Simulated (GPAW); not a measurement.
## Optical response of Ti

Aim: the dielectric function of Ti, and the optical constants that follow from it.

Calculated with GPAW 26.7.0; DFT, LDA, plane-wave PAW (GPAW data sets), scalar-relativistic, RPA, optical limit.

### 1. The starting structure

It takes space group P6_3/mmc (No. 194, hexagonal). Conventional cell: a = 2.950 Å, b = 2.950 Å, c = 4.680 Å, α = 90.00°, β = 90.00°, γ = 120.00°. Ti has 12 Ti at 2.89 to 2.95 Å nearest.

### 2. Ground state

First the ground state: is it a metal or has it a gap?

This step: DFT, LDA, plane-wave PAW (GPAW data sets), scalar-relativistic, ground state (GPAW 26.7.0).

Input file gs.py:

```python
from ase import Atoms
from ase.dft.bandgap import bandgap
from gpaw import GPAW, PW, FermiDirac

atoms = Atoms(['Ti', 'Ti'],
              cell=[[2.950000000000, 0.000000000000, 0.000000000000],
                    [-1.475000000000, 2.554774941200, 0.000000000000],
                    [0.000000000000, 0.000000000000, 4.680000000000]],
              scaled_positions=[[0.666666666700, 0.333333333300, 0.750000000000],
                                [0.333333333300, 0.666666666700, 0.250000000000]],
              pbc=[True, True, True])
atoms.calc = GPAW(mode=PW(500), xc='LDA', kpts={'size': (9, 9, 5), 'gamma': True},
                  occupations=FermiDirac(0.05), maxiter=150, txt='gs.txt')
print('energy (eV)', atoms.get_potential_energy())
print('Fermi level (eV)', atoms.calc.get_fermi_level())
print('valence electrons', atoms.calc.get_number_of_electrons())
print('gap (eV)', bandgap(atoms.calc, output=None)[0])
print('direct gap (eV)', bandgap(atoms.calc, direct=True, output=None)[0])
atoms.calc.write('gs.gpw')
```

Run with:

```bash
OMP_NUM_THREADS=1 python gs.py
```

Numbers of over 12 decimals in the logs are rounded to 6 here.

Log:

```text
__  _  _
 | _ |_)|_||  |
 |__||  | ||/\| - 26.7.0

Versions:
  Python: 3.12.14
  ASE:    3.29.0
  Numpy:  2.5.5
  Scipy:  1.18.1
  Libxc:  7.0.0

Input parameters:
  mode=PW(ecut=500.0),
  kpts=MonkhorstPack(size=(9, 9, 5), gamma=True),
  maxiter=150,
  occupations=Occupations(name='fermi-dirac', width=0.05, fixmagmom=False),
  xc=XC(name='LDA')

Diagonalizing LCAO Hamiltonian
Converting LCAO to pw mode

          Ti

        Ti

Atoms  # Å, Bohr magnetons
|   | symbol |         x |        y |        z |    initial magnetic moments |
| 0 |     Ti |  1.475000 | 0.851592 | 3.510000 | ( 0.0000,  0.0000,  0.0000) |
| 1 |     Ti | -0.000000 | 1.703183 | 1.170000 | ( 0.0000,  0.0000,  0.0000) |

Unit cell  # Å
| periodic |         x |        y |        z |  lengths |     angles |
|      yes |  2.950000 | 0.000000 | 0.000000 | 2.950000 |  90.000000 |
|      yes | -1.475000 | 2.554775 | 0.000000 | 2.950000 |  90.000000 |
|      yes |  0.000000 | 0.000000 | 4.680000 | 4.680000 | 120.000000 |

Number of symmetries: 12
Symmetry operations  # r_c * U_cc + t_c -> r_c
|    | kind |            matrix            |
|  0 |  σ   |  1, 1, 0,  0,-1, 0,  0, 0, 1 |
|  1 |  S6  |  1, 1, 0, -1, 0, 0,  0, 0,-1 |
|  2 |  E   |  1, 0, 0,  0, 1, 0,  0, 0, 1 |
|  3 |  C2  |  1, 0, 0, -1,-1, 0,  0, 0,-1 |
|  4 |  C2  |  0, 1, 0,  1, 0, 0,  0, 0,-1 |
|  5 |  C3  |  0, 1, 0, -1,-1, 0,  0, 0, 1 |
|  6 |  S6  |  0,-1, 0,  1, 1, 0,  0, 0,-1 |
|  7 |  σ   |  0,-1, 0, -1, 0, 0,  0, 0, 1 |
|  8 |  σ   | -1, 0, 0,  1, 1, 0,  0, 0, 1 |
|  9 |  i   | -1, 0, 0,  0,-1, 0,  0, 0,-1 |
| 10 |  C3  | -1,-1, 0,  1, 0, 0,  0, 0, 1 |
| 11 |  C2  | -1,-1, 0,  0, 1, 0,  0, 0,-1 |

BZ-sampling:
  Number of BZ points: 405
  Number of IBZ points: 50

  Monkhorst-Pack size: [9, 9, 5]
  Monkhorst-Pack shift: [0, 0, 0]

K-points  # in reciprocal-cell coordinates
|     |                                coordinates |     weight |
|   0 | (  0.00000000,   0.00000000,   0.00000000) | 0.00246914 |
|   1 | (  0.00000000,   0.00000000,   0.20000000) | 0.00493827 |
|   2 | (  0.00000000,   0.00000000,   0.40000000) | 0.00493827 |
|   3 | (  0.11111111,   0.00000000,  -0.40000000) | 0.01481481 |
|   4 | (  0.11111111,   0.00000000,  -0.20000000) | 0.01481481 |
|   5 | (  0.11111111,   0.00000000,   0.00000000) | 0.01481481 |
|   6 | (  0.11111111,   0.00000000,   0.20000000) | 0.01481481 |
|   7 | (  0.11111111,   0.00000000,   0.40000000) | 0.01481481 |
|   8 | (  0.22222222,  -0.11111111,   0.00000000) | 0.01481481 |
|   9 | (  0.22222222,  -0.11111111,   0.20000000) | 0.02962963 |
| ... |                                            |            |
|  49 | (  0.44444444,   0.44444444,   0.40000000) | 0.02962963 |

Plane wave coefficients: 929
Cutoff: 500.0 eV

Spin-components: 1 (collinear spins)
Bands:           19
Projectors:      12
Spin-degeneracy: 2
Datatype:        complex128

Parallelization:
  kpt:    1
  domain: 1
  band:   1

Density:
  Valence electrons: 24.0
  Components: 1
  Grid points: [16 16 25]
  Charge: 0.0  # |e|

Potential:
  Grid points: [16 16 25]

species:
  Ti:
    name:    Titanium
    id:
    Z:       22.0
    valence: 12
    core:    10
    charge:  0.0  # [|e|]
    compensation charges:
      type: gauss
      rc: 0.38  # [Å]
      lmax: 2
    cutoffs:
      filter: 2.23  # [Å]
      core: 1.02  # [Å]
    projectors
    | kind |    occ | energy [eV] | rcut [Å] |
    |   3s |  2.000 |     -62.257 |    1.270 |
    |   4s |  2.000 |      -4.593 |    1.270 |
    |   3p |  6.000 |     -38.791 |    1.058 |
    |   4p |  0.000 |      -1.536 |    1.058 |
    |   3d |  2.000 |      -4.463 |    1.058 |
    |    d |        |      22.748 |    1.058 |

    Using partial waves for Ti as LCAO basis

Reference energy: -46347.898119  # eV

eigensolver:
  PPCG
  Converge bands: occupied
  niter=2

density mixing:
  MSR1-Mixer
  Pratt-step length: 0.05
  Maximum mixing coefficient: 0.75
  Old densities: 10
  SVD Regularization: 0.005
  Good broyden scale: 1.0
  Trust region scale: 1.0
  Backstep threshold: 4.0
  History deletion threshold: 6.0
  Fourier metric: weight=20.0, sigma=0.015

occupation numbers:
  Fermi-Dirac:
    width: 0.0500  # eV

poisson solver:
  ecut: 4000.0  # eV

xc functional:
  name: None

convergence criteria:
- Maximum [total energy] change in last 3 cyles: 0.0005 eV / valence electron
- Maximum integral of absolute [dens]ity change: 0.0001 electrons / valence electron
- Maximum integral of absolute [eigenst]ate change: 4e-08 eV^2 / valence electron
maximum number of iterations: 150

SCF iterations
|iter     |      energy | eigst |  dens |
|iter:   1||  -15.249337 | -0.08 |       |
|iter:   2||  -15.143785 | -2.12 | -1.24 |
|iter:   3||  -14.793859 | -0.68 | -1.29 |
|iter:   4||  -14.795213 | -2.64 | -1.98 |
|iter:   5||  -14.797302c| -3.52 | -2.29 |
|iter:   6||  -14.797334c| -4.98 | -3.43 |
|iter:   7||  -14.797342c| -5.48 | -3.72 |
|iter:   8||  -14.797343c| -6.22 | -4.08c|
|iter:   9||  -14.797342c| -7.87c| -4.80c|

Converged in 9 steps
SCF loop duration: 9.077 s (1.009 s/step)
Energy contributions relative to reference atoms: (reference = -46347.898119)

Energy contributions:
  Kinetic:           7.706457
  Coulomb:          -7.856179
  Zero:             -0.077190
  External:          0.000000
  Xc:              -14.562435
  Entropy:          -0.015989
  Spinorbit:         0.000000
  ----------------------------
  Free energy:     -14.805337
  Extrapolated:    -14.797342

dipole moment: (0.000000, 0.000000, 0.000000)  # |e|*Ang

Fermi level: 8.070
Eigenvalues  # (at kpt = [0.000, 0.000, 0.000])
| band index |      eig [eV] | occ [0-2] |
|          0 |       -48.195 |     2.000 |
|        ... |               |           |
|          2 |       -25.110 |     2.000 |
|          3 |       -24.469 |     2.000 |
|          4 |       -24.469 |     2.000 |
|          5 |       -24.416 |     2.000 |
|          6 |       -24.370 |     2.000 |
|          7 |       -24.370 |     2.000 |
|          8 |         1.981 |     2.000 |
|          9 |         5.427 |     2.000 |
|         10 |         8.812 |     0.000 |
|         11 |         8.812 |     0.000 |
|         12 |         8.869 |     0.000 |
|         13 |         8.914 |     0.000 |
|         14 |         9.298 |     0.000 |
|         15 |         9.298 |     0.000 |
|         16 |         9.632 |     0.000 |
|         17 |         9.632 |     0.000 |
|         18 |        11.143 |     0.000 |

No gap
No difference between direct/indirect transitions

--- standard output ---
energy (eV) -14.797342
Fermi level (eV) 8.070102
valence electrons 24.0
gap (eV) 0.0
direct gap (eV) 0.0
```

It took 11 s on 1 thread of Arm Neoverse V2, shared host; peak memory 0.15 GiB.

Numbers from this step:

* energy: -14.80 eV
* Fermi energy: 8.070 eV
* electrons: 24

There are states at the Fermi level within the smearing, so the occupations stay smeared and the carriers get a Drude term.

### 3. Bands for the response

At the fixed density, many empty bands are solved on the mesh of the response, since the spectrum sums over them.

This step: DFT, LDA, plane-wave PAW (GPAW data sets), scalar-relativistic, bands at fixed density (GPAW 26.7.0).

Input file nscf.py:

```python
from ase.dft.bandgap import bandgap
from gpaw import GPAW, FermiDirac

calc = GPAW('gs.gpw').fixed_density(kpts={'size': (15, 15, 8), 'gamma': True}, nbands=46, convergence={'bands': 40},
                                    occupations=FermiDirac(0.05), txt='nscf.txt')
print('gap (eV)', bandgap(calc, output=None)[0])
print('direct gap (eV)', bandgap(calc, direct=True, output=None)[0])
print('top band over the Fermi level (eV)', min(calc.get_eigenvalues(kpt=k)[39] for k in range(len(calc.get_ibz_k_points()))) - calc.get_fermi_level())
calc.write('full.gpw', mode='all')
```

Run with:

```bash
OMP_NUM_THREADS=1 python nscf.py
```

Log:

```text
Diagonalizing LCAO Hamiltonian
Converting LCAO to pw mode
convergence criteria:
- Maximum integral of absolute [eigenst]ate change: 4e-08 eV^2 / valence electron
maximum number of iterations: 150

SCF iterations
|iter     |      energy | eigst |  dens |
|iter:   1||             | +3.29 |       |
|iter:   2||             | +1.84 |       |
|iter:   3||             | +0.83 |       |
|iter:   4||             | -0.42 |       |
|iter:   5||             | -1.47 |       |
|iter:   6||             | -2.60 |       |
|iter:   7||             | -3.48 |       |
|iter:   8||             | -4.56 |       |
|iter:   9||             | -5.46 |       |
|iter:  10||             | -6.53 |       |
|iter:  11||             | -7.35 |       |
|iter:  12||             | -8.02c|       |
SCF steps: 12
  __  _  _
 | _ |_)|_||  |
 |__||  | ||/\| - 26.7.0

Versions:
  Python: 3.12.14
  ASE:    3.29.0
  Numpy:  2.5.5
  Scipy:  1.18.1
  Libxc:  7.0.0

Input parameters:
  mode=PW(ecut=500.0),
  convergence={'bands': 40},
  gpts=array([16, 16, 25]),
  kpts=MonkhorstPack(size=(15, 15, 8), gamma=True),
  maxiter=150,
  nbands=46,
  occupations=Occupations(name='fermi-dirac', width=0.05, fixmagmom=False),
  parallel={},
  xc=XC(name='LDA')

--- standard output ---
gap (eV) 0.0
direct gap (eV) 0.0
top band over the Fermi level (eV) 31.410757
```

Elapsed: 1.8 min, on 1 thread; peak memory 0.3 GiB.

### 4. Dielectric function, RPA

Local fields let the induced charge screen the field inside the cell, which as a rule lowers ε, most along directions where the density is uneven.

This step: DFT, LDA, plane-wave PAW (GPAW data sets), scalar-relativistic, RPA, optical limit (GPAW 26.7.0).

Input file df.py:

```python
from gpaw.response.df import DielectricFunction

df = DielectricFunction('full.gpw', frequencies={'type': 'nonlinear', 'domega0': 0.03, 'omega2': 8},
                        ecut=50,
                        eta=0.15,
                        nbands=40,
                        rate=0.05,
                        txt='df.txt')
for direction in ['x', 'z']:
    df.get_dielectric_function(xc='RPA', direction=direction, filename=f'df_{direction}.csv')
```

Run with:

```bash
OMP_NUM_THREADS=1 python df.py
```

Log:

```text
Using integrator: PointIntegrator
NonLinearFrequencyDescriptor(from 0.000 to 94.979 eV, 536 points)
Nonperiodic BCs:  [False False False]
Using integrator: PointIntegrator
NonLinearFrequencyDescriptor(from 0.000 to 94.979 eV, 536 points)
Nonperiodic BCs:  [False False False]
Using integrator: PointIntegrator

Calculating chi0 body with:
    Ground state adapter containing:
    Number of spins: 1
    Number of kpoints: 1800
    Number of irreducible kpoints: 192
    Number of completely occupied states: 10
    Number of partially occupied states: 16

    Linear response parametrization:
    q_c: [0.0, 0.0, 0.0]
    Number of frequency points: 536
    Planewave cutoff: 50.0
    Number of bands: 40
    Number of planewaves: 23
    Broadening (eta): 0.15

Integrating chi0 body.

Symmetries of q_c:
    Direct symmetries (Uq -> q): 12
    Indirect symmetries (TUq -> q): 0
In total 12 allowed symmetries.

192 groups of equivalent kpoints. 89.333333% reduction.

Integral kind: spectral function

Calculating chi0 optical extensions with:
    Ground state adapter containing:
    Number of spins: 1
    Number of kpoints: 1800
    Number of irreducible kpoints: 192
    Number of completely occupied states: 10
    Number of partially occupied states: 16

    Linear response parametrization:
    Number of frequency points: 536
    Planewave cutoff: 50.0
    Number of bands: 40
    Number of planewaves: 23
    Broadening (eta): 0.15
Integrating chi0 head and wings.

Symmetries of q_c:
    Direct symmetries (Uq -> q): 12
    Indirect symmetries (TUq -> q): 0
In total 12 allowed symmetries.

192 groups of equivalent kpoints. 89.333333% reduction.

Integral kind: spectral function wings

Calculating drude chi0 with:
    Number of frequency points:536
    Plasma frequency decay rate: 0.05 eV

    Ground state adapter containing:
    Number of spins: 1
    Number of kpoints: 1800
    Number of irreducible kpoints: 192
    Number of completely occupied states: 10
    Number of partially occupied states: 16

Symmetries of q_c:
    Direct symmetries (Uq -> q): 12
    Indirect symmetries (TUq -> q): 0
In total 12 allowed symmetries.

192 groups of equivalent kpoints. 89.333333% reduction.

Integral kind: intraband
Plasma frequency:
[[3.67+0.j 0.  -0.j 0.  +0.j]
 [0.  -0.j 3.67+0.j 0.  +0.j]
 [0.  +0.j 0.  +0.j 3.71+0.j]]
```

Wall time 24 s (1 thread); peak memory 0.2 GiB.

Some rows of df_x.csv (energy; Re and Im without local fields; Re and Im with them):

```text
0.000000, 5475.007203, 0.000000, 5474.967468, 0.000000
0.460735, -14.646063, 38.116902, -14.623104, 38.108492
0.943989, 12.277488, 36.990971, 12.318868, 37.018049
1.451455, 6.845303, 31.220388, 6.747632, 31.215624
1.984998, -1.337538, 26.072809, -0.910888, 26.367588
2.546682, -4.481339, 17.463742, -4.776496, 17.543216
3.138794, -3.054328, 16.145207, -3.106627, 16.062045
3.763875, -4.684438, 14.283410, -4.681497, 14.293658
4.424758, -7.989042, 6.947359, -8.073565, 6.963045
5.124608, -4.140206, 3.458859, -4.186482, 3.455614
5.866977, -0.889697, 2.976948, -0.939548, 2.961689
6.655862, -2.654507, 5.496469, -2.643474, 5.481151
7.495775, -2.280681, 2.726225, -2.234049, 2.804747
8.391833, -0.640360, 0.965947, -0.731916, 0.982096
9.349861, -0.133442, 2.379754, -0.128802, 2.349551
10.376517, -0.747699, 2.310988, -0.765399, 2.391145
11.479449, -0.959100, 1.612301, -1.025849, 1.687714
12.667487, -0.476424, 0.995362, -0.556911, 1.039366
13.950874, -0.344710, 0.749462, -0.426291, 0.790063
```

Sum at mesh points, not converged in k. Table of Im ε by photon energy; read off at these points:

```csv
photon energy (eV),E ∥ x,E ∥ z
0.5,37.2,75.9
1.0,37.3,44.5
1.5,31.0,41.2
2.0,26.3,21.2
2.5,18.3,17.2
3.0,15.7,16.7
3.5,13.6,15.5
4.0,12.9,12.3
4.5,6.16,6.73
5.0,3.76,4.12
5.5,2.73,2.96
6.0,3.43,4.40
6.5,5.68,4.61
7.0,3.14,2.53
7.5,2.80,1.47
8.0,1.24,1.24
8.5,1.09,1.47
9.0,1.83,2.15
9.5,2.24,1.95
10.0,2.75,1.83
10.5,2.41,1.90
11.0,1.87,2.06
11.5,1.66,1.49
12.0,1.31,1.15
12.5,0.979,0.988
13.0,0.957,0.607
13.5,0.963,0.578
```

Values under 1 per cm are given as 1; sum at mesh points, not converged in k. Absorption coefficient against photon energy:

```csv
photon energy (eV),E ∥ x (1/cm),E ∥ z (1/cm)
0.492,2.4e5,3.0e5
1.010,3.9e5,4.6e5
1.486,5.4e5,7.4e5
1.985,7.4e5,7.5e5
2.508,8.8e5,8.0e5
3.018,9.0e5,9.6e5
3.510,1.0e6,1.2e6
3.980,1.3e6,1.4e6
4.516,1.3e6,1.4e6
4.981,1.2e6,1.3e6
5.515,1.0e6,1.1e6
6.021,8.5e5,1.0e6
6.494,1.2e6,1.5e6
6.985,1.4e6,1.4e6
7.496,1.3e6,1.2e6
8.026,1.1e6,9.9e5
8.516,7.7e5,8.4e5
9.023,7.9e5,9.8e5
9.483,1.0e6,1.2e6
10.026,1.3e6,1.1e6
10.519,1.4e6,1.2e6
11.029,1.4e6,1.4e6
11.479,1.4e6,1.4e6
12.023,1.3e6,1.3e6
12.504,1.2e6,1.3e6
13.000,1.2e6,1.2e6
13.512,1.2e6,8.9e5
```

Sum at mesh points, not converged in k. Im ε, E ∥ x against photon energy; read off at these points:

```csv
photon energy (eV),without local fields,with local fields
0.5,37.2,37.2
1.0,37.3,37.3
1.5,31.0,31.0
2.0,26.0,26.3
2.5,18.2,18.3
3.0,15.8,15.7
3.5,13.5,13.6
4.0,12.8,12.9
4.5,6.15,6.16
5.0,3.77,3.76
5.5,2.73,2.73
6.0,3.46,3.43
6.5,5.70,5.68
7.0,3.14,3.14
7.5,2.72,2.80
8.0,1.18,1.24
8.5,1.08,1.09
9.0,1.88,1.83
9.5,2.27,2.24
10.0,2.69,2.75
10.5,2.34,2.41
11.0,1.80,1.87
11.5,1.58,1.66
12.0,1.25,1.31
12.5,0.932,0.979
13.0,0.920,0.957
13.5,0.928,0.963
```

The loss function −Im 1/ε at q → 0 has structure finer than the step of the table below, so its rows give means over 0.5 eV, whole bins alone (the curve runs from 0.305 to 14.0 eV). Peaks (eV: height): E ∥ x 5.87: 0.307, 8.58: 0.789; E ∥ z 8.33: 0.639, 13.51: 1.49.

Sum at mesh points, not converged in k. Loss function −Im 1/ε at q → 0 against energy loss; means over each step:

```csv
energy loss (eV),E ∥ x,E ∥ z
1.0,0.0264,0.0211
1.5,0.0312,0.0246
2.0,0.0377,0.0424
2.5,0.0514,0.0559
3.0,0.0638,0.0576
3.5,0.0675,0.0576
4.0,0.0595,0.0573
4.5,0.0658,0.0630
5.0,0.105,0.0899
5.5,0.198,0.160
6.0,0.273,0.209
6.5,0.170,0.126
7.0,0.165,0.141
7.5,0.212,0.184
8.0,0.264,0.398
8.5,0.698,0.608
9.0,0.548,0.445
9.5,0.426,0.424
10.0,0.362,0.483
10.5,0.367,0.465
11.0,0.407,0.413
11.5,0.452,0.432
12.0,0.528,0.524
12.5,0.684,0.583
13.0,0.815,0.800
13.5,0.859,1.40
```

The reflectivity at normal incidence has structure finer than the step of the table below, so its rows give means over 0.25 eV, whole bins alone (the curve runs from 0.305 to 14.0 eV). Peaks (eV: height): E ∥ x 4.470: 67.6, 6.985: 55.3, 7.907: 59.3, 12.342: 38.4; E ∥ z 4.561: 68.2, 7.438: 62.6, 9.350: 33.1, 13.000: 46.7.

Sum at mesh points, not converged in k. The reflectivity at normal incidence by photon energy; means over each step:

```csv
photon energy (eV),E ∥ x (%),E ∥ z (%)
0.50,68.4,72.2
0.75,59.7,70.1
1.00,59.7,64.8
1.25,58.0,65.3
1.50,57.9,67.2
1.75,59.0,66.9
2.00,58.9,60.8
2.25,59.1,58.0
2.50,58.0,54.6
2.75,54.0,54.2
3.00,51.8,54.4
3.25,54.5,55.9
3.50,52.7,58.3
3.75,55.6,58.8
4.00,60.8,62.9
4.25,65.2,65.5
4.50,67.3,67.6
4.75,66.3,66.8
5.00,62.2,64.7
5.25,58.3,61.9
5.50,51.5,55.9
5.75,38.6,43.0
6.00,29.6,36.1
6.25,31.9,43.8
6.50,39.6,55.2
6.75,49.4,60.0
7.00,54.5,60.2
7.25,49.1,61.8
7.50,48.1,62.2
7.75,56.2,58.5
8.00,57.8,47.0
8.25,48.7,36.5
8.50,29.7,25.6
8.75,18.3,22.1
9.00,14.8,22.6
9.25,20.6,30.3
9.50,21.4,31.2
9.75,22.0,29.6
10.00,26.1,27.9
10.25,30.0,27.0
10.50,30.4,27.9
10.75,35.2,28.2
11.00,35.5,32.8
11.25,34.5,36.6
11.50,36.8,39.6
11.75,37.1,40.4
12.00,37.3,40.5
12.25,38.1,39.1
12.50,35.8,41.9
12.75,32.6,44.8
13.00,31.6,46.0
13.25,29.4,40.5
13.50,30.4,29.8
13.75,31.9,24.5
```

From ε follow the optical constants at some laser and lamp lines:

```csv
wavelength (nm),n x,k x,R (%) x,1/α x,n z,k z,R (%) z,1/α z
1550,4.90,3.592,58.9,34 nm,5.07,5.411,69.3,23 nm
1064,4.51,3.684,58.9,23 nm,5.06,4.497,64.5,19 nm
633,3.59,3.700,58.7,14 nm,2.82,3.782,61.0,13 nm
532,2.96,3.644,59.1,12 nm,2.65,3.321,56.5,13 nm
365,2.28,2.949,53.1,9.9 nm,2.44,3.317,57.3,8.8 nm
308,1.88,3.351,61.5,7.3 nm,1.75,3.418,63.7,7.2 nm
193,1.52,1.797,36.5,8.5 nm,1.15,2.283,53.3,6.7 nm
```

A polished face would reflect 58 % of daylight and look light grey (CIE x = 0.321, y = 0.338 under D65).

### 5. Summary of results

What this shows: At this level (LDA, RPA) Ti is a metal. The mesh is too coarse to trust the carriers' weight, the reflectivity or the colour to better than tens of per cent. A polished face would reflect 58 % of daylight and look light grey (CIE x = 0.321, y = 0.338 under D65). The carriers' damping of 0.05 eV is typed, not computed; it shapes the response at the lowest energies. In this version of GPAW the matrix elements of the optical limit are incomplete, which can lower ε − 1 by up to a tenth where first-row anions or d states rule, and shift it by more in d metals. GPAW's carrier term has the form −ωp²/(ω + i·rate)², which damps like twice the rate and fails at low energy, so the curves leave the lowest energies out. The sum runs over mesh points 0.17 Å⁻¹ apart with no interpolation, so peaks are partly noise of the mesh, and the Drude plasma energy, a sum over the Fermi surface, isn't converged.

[Machine, clock and banner lines and Python warnings are left out of the logs.]

[Logs are printed without paths, hosts, clocks, repeated set-up lines and the standing remarks that a program may print on its own settings, such as how far it seeks lower states.]

[Hosts, paths, dates, database ids (printed as entryN), source tags and the programs' standing remarks are cut or masked in the printed files.]
